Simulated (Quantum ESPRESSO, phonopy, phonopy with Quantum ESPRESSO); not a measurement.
# SiC (F-43m): a volume series of phonon spectra, part 2 of 2

Which modes of SiC drive its thermal expansion?

Quantum ESPRESSO 7.5; DFT LDA, scalar-relativistic, plane waves, GBRV ultrasoft pseudopotentials.

So far. Step 17 (Self-consistent run, V/V0 1.03): The run ends at a pressure of -6.40 GPa. Step 18 (Born charges and dielectric tensor): The Born charges sum to zero within 0.0083 e; the rest is removed before use. Acoustic frequencies in this log differ from zero by the error of the sum rule, which ph.x does not impose.

**19. A displaced supercell**

System of this step: SiC. Symmetry: Cm, No. 8, monoclinic system. The conventional cell has a = 10.707 Å, b = 6.182 Å, c = 6.182 Å, α = 90.00°, β = 125.26°, γ = 90.00°. Nearest to Si lie 4 C at 1.88 to 1.91 Å. Si has 4 C at 1.89 Å nearest. Nearest to Si lie 4 C at 1.89 Å. Nearest to Si lie 4 C at 1.89 Å. Farther neighbours are not listed.

Contents of disp-00001.in:

```
&control
   calculation = 'scf'
   prefix = 'x'
   outdir = './tmp'
   pseudo_dir = './pseudo'
   tprnfor = .true.
   disk_io = 'none'
/
&system
   ibrav = 0
   nat = 16
   ntyp = 2
   ecutwfc = 45.0
   ecutrho = 270.0
   occupations = 'fixed'
   nbnd = 34
/
&electrons
   conv_thr = 1.0d-11
   mixing_beta = 0.7
   electron_maxstep = 100
/
ATOMIC_SPECIES
 Si     28.0850  Si.upf
 C      12.0110  C.upf
CELL_PARAMETERS angstrom
     0.000000000    4.371089749    4.371089749
     4.371089749    0.000000000    4.371089749
     4.371089749    4.371089749    0.000000000
ATOMIC_POSITIONS crystal
 Si     0.003235380   0.000000000   0.000000000
 Si     0.500000000   0.000000000   0.000000000
 Si     0.000000000   0.500000000   0.000000000
 Si     0.500000000   0.500000000   0.000000000
 Si     0.000000000   0.000000000   0.500000000
 Si     0.500000000   0.000000000   0.500000000
 Si     0.000000000   0.500000000   0.500000000
 Si     0.500000000   0.500000000   0.500000000
 C      0.125000000   0.125000000   0.125000000
 C      0.625000000   0.125000000   0.125000000
 C      0.125000000   0.625000000   0.125000000
 C      0.625000000   0.625000000   0.125000000
 C      0.125000000   0.125000000   0.625000000
 C      0.625000000   0.125000000   0.625000000
 C      0.125000000   0.625000000   0.625000000
 C      0.625000000   0.625000000   0.625000000
K_POINTS automatic
 4 4 4 0 0 0
```

The run is started by

```sh
> OMP_NUM_THREADS=1 mpirun -n 4 pw.x -nk 4 -in disp-00001.in > disp-00001.out
```

It took 68 s on 4 MPI ranks of Arm Neoverse V1, shared host; 4.5 min of CPU time.

**20. Phonons, V/V0 1.03**

This step: DFT LDA, scalar-relativistic, plane waves, GBRV ultrasoft pseudopotentials (phonopy with Quantum ESPRESSO 4.10.0 / 7.5).

It took 71 s on 8 threads.

Phonopy, LO-TO term from ph.x's tensors. Phonon branches along the path, in cm⁻¹:

```tsv
point	branch 1	branch 2	branch 3	branch 4	branch 5	branch 6
Γ	0	0	0	772	772	943
halfway	250	250	398	753	753	893
X	364	364	620	735	735	802
halfway	358	396	603	735	739	795
U	339	460	561	736	746	784
jump to K	339	460	561	736	746	784
halfway	207	305	414	755	760	870
Γ	0	0	0	772	772	943
halfway	181	181	390	759	759	896
L	260	260	599	744	744	812
halfway	310	393	566	741	755	787
W	388	465	536	742	745	774
halfway	376	404	588	738	741	789
X	364	364	620	735	735	802
```

No mode is imaginary beyond numerical noise along the path. The highest zone-centre mode (no LO–TO term) moved by -3.3 % for a volume change of +3.0 %.

The time given is that of the 2 pw.x runs on displaced cells behind this step.

**21. Ground state at this cell, V/V0 0.97**

This step: DFT LDA, scalar-relativistic, plane waves, GBRV ultrasoft pseudopotentials (Quantum ESPRESSO 7.5).

System of this step: SiC. The structure is cubic, space group F-43m (No. 216). Conventional cell: a = 4.285 Å, b = 4.285 Å, c = 4.285 Å, α = 90.00°, β = 90.00°, γ = 90.00°. Si has 4 C at 1.86 Å nearest. Nearest to C lie 4 Si at 1.86 Å. Farther neighbours are not listed.

Contents of scf.in:

```
&control
   calculation = 'scf'
   prefix = 'x'
   outdir = './tmp'
   pseudo_dir = './pseudo'
   tprnfor = .true.
   tstress = .true.
/
&system
   ibrav = 0
   nat = 2
   ntyp = 2
   ecutwfc = 45.0
   ecutrho = 270.0
   occupations = 'fixed'
   nbnd = 6
/
&electrons
   conv_thr = 1.0d-12
   mixing_beta = 0.7
   electron_maxstep = 100
/
ATOMIC_SPECIES
 Si     28.0850  Si.upf
 C      12.0110  C.upf
CELL_PARAMETERS angstrom
     0.000000000    2.142255326    2.142255326
     2.142255326    0.000000000    2.142255326
     2.142255326    2.142255326    0.000000000
ATOMIC_POSITIONS crystal
 Si     0.000000000   0.000000000   0.000000000
 C      0.250000000   0.250000000   0.250000000
K_POINTS automatic
 10 10 10 0 0 0
```

The run is started by

```sh
> OMP_NUM_THREADS=1 mpirun -n 8 pw.x -nk 8 -in scf.in > scf.out
```

Run time: 1.7 s. Hardware: 8 MPI ranks; 13 s of CPU time.

The run ends at a pressure of 7.39 GPa.

**22. Born charges and dielectric tensor**

Contents of ph.in:

```
phonons
&inputph
   prefix = 'x'
   outdir = './tmp'
   fildyn = 'x.dyn'
   tr2_ph = 1.0d-18
   epsil = .true.
/
0.000000000 0.000000000 0.000000000
```

scf.in is that of step 21.

The run is started by

```sh
> OMP_NUM_THREADS=1 mpirun -n 8 ph.x -nk 8 -in ph.in > ph.out
```

It took 12 s on 8 MPI ranks.

The Born charges sum to zero within 0.0086 e; the rest is removed before use. Acoustic frequencies in this log differ from zero by the error of the sum rule, which ph.x does not impose.

**23. Forces on a displaced cell**

System of this step: SiC. It takes space group Cm (No. 8, monoclinic). The conventional cell has a = 10.495 Å, b = 6.059 Å, c = 6.059 Å, α = 90.00°, β = 125.26°, γ = 90.00°. Nearest to Si lie 4 C at 1.84 to 1.87 Å. Si has 4 C at 1.86 Å nearest. Nearest to Si lie 4 C at 1.86 Å. Nearest to Si lie 4 C at 1.86 Å. Farther neighbours are not listed.

Edit disp-00001.in of step 19 so:

```diff
@@ -26,7 +26,7 @@
 CELL_PARAMETERS angstrom
-     0.000000000    4.371089749    4.371089749
-     4.371089749    0.000000000    4.371089749
-     4.371089749    4.371089749    0.000000000
+     0.000000000    4.284510652    4.284510652
+     4.284510652    0.000000000    4.284510652
+     4.284510652    4.284510652    0.000000000
 ATOMIC_POSITIONS crystal
- Si     0.003235380   0.000000000   0.000000000
+ Si     0.003300759   0.000000000   0.000000000
  Si     0.500000000   0.000000000   0.000000000
```

The run is started by

```sh
> OMP_NUM_THREADS=1 mpirun -n 4 pw.x -nk 4 -in disp-00001.in > disp-00001.out
```

Wall time 59 s (4 MPI ranks); 3.9 min of CPU time.

**24. Lattice dynamics at this volume, V/V0 0.97**

This step: DFT LDA, scalar-relativistic, plane waves, GBRV ultrasoft pseudopotentials (phonopy with Quantum ESPRESSO 4.10.0 / 7.5).

The job ended after 68 s (8 threads; 8.4 min of CPU time).

Phonopy, LO-TO term from ph.x's tensors. The phonon branches at the labelled points (cm⁻¹):

```tsv
point	branch 1	branch 2	branch 3	branch 4	branch 5	branch 6
Γ	0	0	0	827	827	1006
halfway	254	254	420	812	812	952
X	366	366	651	802	802	859
halfway	359	401	634	802	804	854
U	340	470	590	801	804	848
jump to K	339	470	590	801	804	848
halfway	204	316	436	813	820	929
Γ	0	0	0	827	827	1006
halfway	181	181	415	816	816	955
L	258	258	633	804	804	870
halfway	310	403	595	804	812	850
W	396	468	568	796	813	841
halfway	380	408	618	800	808	850
X	366	366	651	802	802	859
```

No mode is imaginary beyond numerical noise along the path. The highest zone-centre mode (no LO–TO term) moved by +3.5 % for a volume change of -3.0 %.

The time given is that of the 2 pw.x runs on displaced cells behind this step.

**25. Self-consistent run, V/V0 1.05**

This step: DFT LDA, scalar-relativistic, plane waves, GBRV ultrasoft pseudopotentials (Quantum ESPRESSO 7.5).

System of this step: SiC. The structure is cubic, space group F-43m (No. 216). The conventional cell has a = 4.399 Å, b = 4.399 Å, c = 4.399 Å, α = 90.00°, β = 90.00°, γ = 90.00°. Nearest to Si lie 4 C at 1.90 Å. Nearest to C lie 4 Si at 1.90 Å. Farther neighbours are not listed.

Edit scf.in of step 22 so:

```diff
@@ -26,5 +26,5 @@
 CELL_PARAMETERS angstrom
-     0.000000000    2.142255326    2.142255326
-     2.142255326    0.000000000    2.142255326
-     2.142255326    2.142255326    0.000000000
+     0.000000000    2.199600212    2.199600212
+     2.199600212    0.000000000    2.199600212
+     2.199600212    2.199600212    0.000000000
 ATOMIC_POSITIONS crystal
```

The run is started by

```sh
> OMP_NUM_THREADS=1 mpirun -n 8 pw.x -nk 8 -in scf.in > scf.out
```

Run time: 1.8 s. Hardware: 8 MPI ranks; 13 s of CPU time.

The run ends at a pressure of -10.18 GPa.

**26. Zone-centre response**

ph.in is that of step 22.

scf.in is that of step 25.

The run is started by

```sh
> OMP_NUM_THREADS=1 mpirun -n 8 ph.x -nk 8 -in ph.in > ph.out
```

Elapsed: 13 s, on 8 MPI ranks.

The Born charges sum to zero within 0.0082 e; the rest is removed before use. Acoustic frequencies in this log differ from zero by the error of the sum rule, which ph.x does not impose.

**27. A displaced supercell**

System of this step: SiC. Symmetry: Cm, No. 8, monoclinic system. Conventional cell: a = 10.776 Å, b = 6.221 Å, c = 6.221 Å, α = 90.00°, β = 125.26°, γ = 90.00°. Nearest to Si lie 4 C at 1.89 to 1.92 Å. Nearest to Si lie 4 C at 1.90 Å. Si has 4 C at 1.90 Å nearest. Farther neighbours are not listed.

Edit disp-00001.in of step 23 so:

```diff
@@ -26,7 +26,7 @@
 CELL_PARAMETERS angstrom
-     0.000000000    4.284510652    4.284510652
-     4.284510652    0.000000000    4.284510652
-     4.284510652    4.284510652    0.000000000
+     0.000000000    4.399200423    4.399200423
+     4.399200423    0.000000000    4.399200423
+     4.399200423    4.399200423    0.000000000
 ATOMIC_POSITIONS crystal
- Si     0.003300759   0.000000000   0.000000000
+ Si     0.003214706   0.000000000   0.000000000
  Si     0.500000000   0.000000000   0.000000000
```

The run is started by

```sh
> OMP_NUM_THREADS=1 mpirun -n 4 pw.x -nk 4 -in disp-00001.in > disp-00001.out
```

Run time: 84 s. Hardware: 4 MPI ranks.

**28. Lattice dynamics at this volume, V/V0 1.05**

This step: DFT LDA, scalar-relativistic, plane waves, GBRV ultrasoft pseudopotentials (phonopy with Quantum ESPRESSO 4.10.0 / 7.5).

The job ended after 84 s (8 threads; 11 min of CPU time).

No mode is imaginary beyond numerical noise along the path. The highest zone-centre mode (no LO–TO term) moved by -5.4 % for a volume change of +5.0 %.

The time given is that of the 2 pw.x runs on displaced cells behind this step.

**29. How the modes move with volume**

This step: DFT LDA, scalar-relativistic, plane waves, GBRV ultrasoft pseudopotentials (phonopy 4.10.0).

This step gave:

- share of modes with a negative Grüneisen parameter: 0.072

Mean Grüneisen, by row:

```tsv
T (K)	heat-capacity-weighted mean	root mean square
50	0.15	0.333
100	0.21	0.381
200	0.47	0.669
300	0.64	0.823
500	0.761	0.92
800	0.807	0.955
```

The mean mode Grueneisen parameter by wavenumber:

```tsv
wavenumber (cm⁻¹)	mean mode Grueneisen parameter
16	-
49	0.0111
113	0.143
146	0.179
211	0.15
243	0.0816
276	0.0988
340	0.234
373	0.332
405	0.473
470	0.569
502	0.885
567	0.859
600	0.865
632	0.825
697	-
729	-
762	1.35
826	1.24
859	1.12
924	1.08
956	1.07
```

Volume series, by row:

```tsv
V/V0	V (Å³/atom)	pressure (GPa)	E - E0 (meV/atom)	gap (eV)	zero-point energy (meV/atom)	lowest on the path (cm⁻¹)	highest at Gamma without the LO-TO term (cm⁻¹)
0.97	9.831	7.393	7.101	1.274	114	0	826.8
0.985	9.983	3.559	1.808	1.288	112.2	0	812.6
1	10.14	-0.007	0	1.301	110.5	0	798.8
1.015	10.29	-3.322	1.476	1.313	108.8	0	785.4
1.03	10.44	-6.404	6.005	1.325	107.2	0	772.5
1.05	10.64	-10.18	16.36	1.341	105.1	0	755.7
```

Optical frequency at Gamma without the LO-TO term, mode 4 against V/V0:

```tsv
V/V0	optical frequency at Gamma without the LO-TO term, mode 4 (cm⁻¹)
0.9700	827
0.9850	813
1.0000	799
1.0150	785
1.0300	772
1.0500	756
```

Grüneisen at points, by row:

```tsv
point	branch	frequency (cm⁻¹)	mode Grüneisen parameter
Γ	4	798.8	1.13
Γ	6	973.6	1.07
X	1	365.4	0.09
X	3	635.1	0.82
X	4	767.7	1.45
X	6	829.8	1.15
U	1	339.7	0.01
U	2	465.3	0.36
U	3	575	0.85
U	4	767.9	1.41
U	5	774.3	1.26
U	6	815.1	1.32
K	1	339.7	0.01
K	2	465.3	0.36
K	3	575	0.85
K	4	767.9	1.41
K	5	774.3	1.26
K	6	815.1	1.32
L	1	259.4	-0.15
L	3	616.3	0.93
L	4	772.8	1.3
L	6	840.2	1.15
W	1	392.2	0.3
W	2	466.8	0.14
W	3	551.6	0.95
W	4	768.7	1.17
W	5	778.1	1.45
W	6	806.5	1.38
```

The printed pressures lie 0.11 GPa below −dE/dV of the same runs on average, in a series that spans 18 GPa: energy and stress disagree, as they do when the basis is incomplete, so the pressures are not converged.

**30. Quasi-harmonic fit by phonopy**

Numbers from this step:

```
volume expansion coefficient at 300 K : 6.47 1e-6/K
isothermal bulk modulus at 300 K      : 223.5 GPa
C_P at 300 K                          : 13.61 J/mol-atom/K
Grüneisen parameter at 300 K          : 0.655
```

The energy (each curve on its own zero) by volume; values in meV/atom:

```tsv
volume (Å³/atom)	static	F at 0 K	F at 300 K	F at 1300 K
9.831	7.1	11.4	11.7	18.5
9.983	1.81	4.38	4.59	8.73
10.135	0	0.87	0.96	2.48
10.287	1.48	0.68	0.64	-0.5
10.440	6	3.58	3.39	-0.43
10.642	16.4	11.8	11.4	3.98
```

Phonopy-qha, vinet fit of F(V) at each temperature; no electronic free energy. Qha vinet, by row:

```tsv
T (K)	fitted volume (Å³/atom)	alpha_V (1e-6/K)	B_T (GPa)	C_P (J/mol-atom/K)	Grueneisen
100	10.22	0.43	224.6	2.382	0.2458
150	10.22	1.41	224.5	5.305	0.365
200	10.22	2.97	224.3	8.342	0.4908
250	10.22	4.77	224	11.17	0.5879
300	10.23	6.47	223.5	13.61	0.6554
350	10.23	7.95	223	15.6	0.7017
400	10.23	9.19	222.5	17.2	0.7341
450	10.24	10.19	221.9	18.48	0.7575
500	10.24	11.02	221.2	19.5	0.7747
550	10.25	11.7	220.6	20.33	0.7879
600	10.26	12.26	220	21	0.7981
650	10.26	12.73	219.3	21.55	0.8064
700	10.27	13.14	218.6	22.01	0.8131
750	10.28	13.48	217.9	22.4	0.8186
800	10.28	13.78	217.3	22.72	0.8233
850	10.29	14.04	216.6	23	0.8274
900	10.3	14.27	215.9	23.25	0.8309
950	10.31	14.48	215.2	23.46	0.834
1000	10.31	14.67	214.5	23.64	0.8367
1050	10.32	14.84	213.8	23.8	0.8392
1100	10.33	15	213.1	23.95	0.8415
1150	10.34	15.15	212.3	24.08	0.8436
1200	10.34	15.28	211.6	24.2	0.8455
1250	10.35	15.41	210.9	24.3	0.8473
```

Table of volume expansion coefficient, phonopy-qha, Vinet by temperature:

temperature (K), volume expansion coefficient, phonopy-qha, Vinet (1e-6/K) and a bar:
```
       75        0.2 
      100        0.4 
      150        1.4 ##
      175        2.1 ####
      200        3.0 #####
      225        3.9 #######
      275        5.6 ###########
      300        6.5 ############
      325        7.2 ##############
      375        8.6 #################
      400        9.2 ##################
      425        9.7 ###################
      475       10.6 #####################
      500       11.0 #####################
      525       11.4 ######################
      550       11.7 #######################
      600       12.3 ########################
      625       12.5 ########################
      650       12.7 #########################
      700       13.1 #########################
      725       13.3 ##########################
      750       13.5 ##########################
      800       13.8 ###########################
      825       13.9 ###########################
      850       14.0 ###########################
      875       14.2 ###########################
      925       14.4 ############################
      950       14.5 ############################
      975       14.6 ############################
     1025       14.8 #############################
     1050       14.8 #############################
     1075       14.9 #############################
     1125       15.1 #############################
     1150       15.2 #############################
     1175       15.2 ##############################
     1200       15.3 ##############################
     1250       15.4 ##############################
     1275       15.5 ##############################
```

The fit gives a volume expansion of 6.47 × 10⁻⁶/K at 300 K.

**31. Outcome**

* volume expansion coefficient at 300 K: 6.47 1e-6/K
* isothermal bulk modulus at 300 K: 223.5 GPa
* C_P at 300 K: 13.61 J/mol-atom/K
* Grüneisen parameter at 300 K: 0.655
* mean mode Grüneisen parameter at 300 K: 0.64

Near room temperature SiC expands by 6.47 × 10⁻⁶/K in volume by LDA, with C_P = 13.6 J/(mol K) per mole of atoms and B_T = 224 GPa. The q-mesh is coarse, and the expansion can converge slowly with it. C_P at room temperature is 55 % of the classical 3R an atom, so the stiffest modes are still partly frozen out. The heat-capacity-weighted Grüneisen parameter goes from 0.15 at 50 K to 0.807 at 800 K; 7 % of the modes stiffen on expansion. Weighting γ by the density of states and each mode's heat capacity at 300 K, modes below 330 cm⁻¹ give about 6 % of the sum of γC that drives the expansion, those up to 650 cm⁻¹ 34 % and the rest 60 %. Among the labelled points γ is largest for branch 4 at X (768 cm⁻¹, 1.4) and most negative for branch 1 at L (259 cm⁻¹, -0.15). The supercell is small: only its own wavevectors are exact, and branches between them are interpolated and can be misplaced. The printed pressures lie 0.11 GPa below −dE/dV of the same runs on average, in a series that spans 18 GPa: energy and stress disagree, as they do when the basis is incomplete, so the pressures are not converged.

[Logs are printed without paths, hosts, clocks, repeated set-up lines and the standing remarks that a program may print on its own settings, such as how far it seeks lower states.]

[Hosts, paths, dates, database ids (printed as entryN), source tags and the programs' standing remarks are cut or masked in the printed files.]

[A step with changed settings may run another functional than the one named; its input shows which.]

[Of the runs on displaced cells, only some may be shown.]
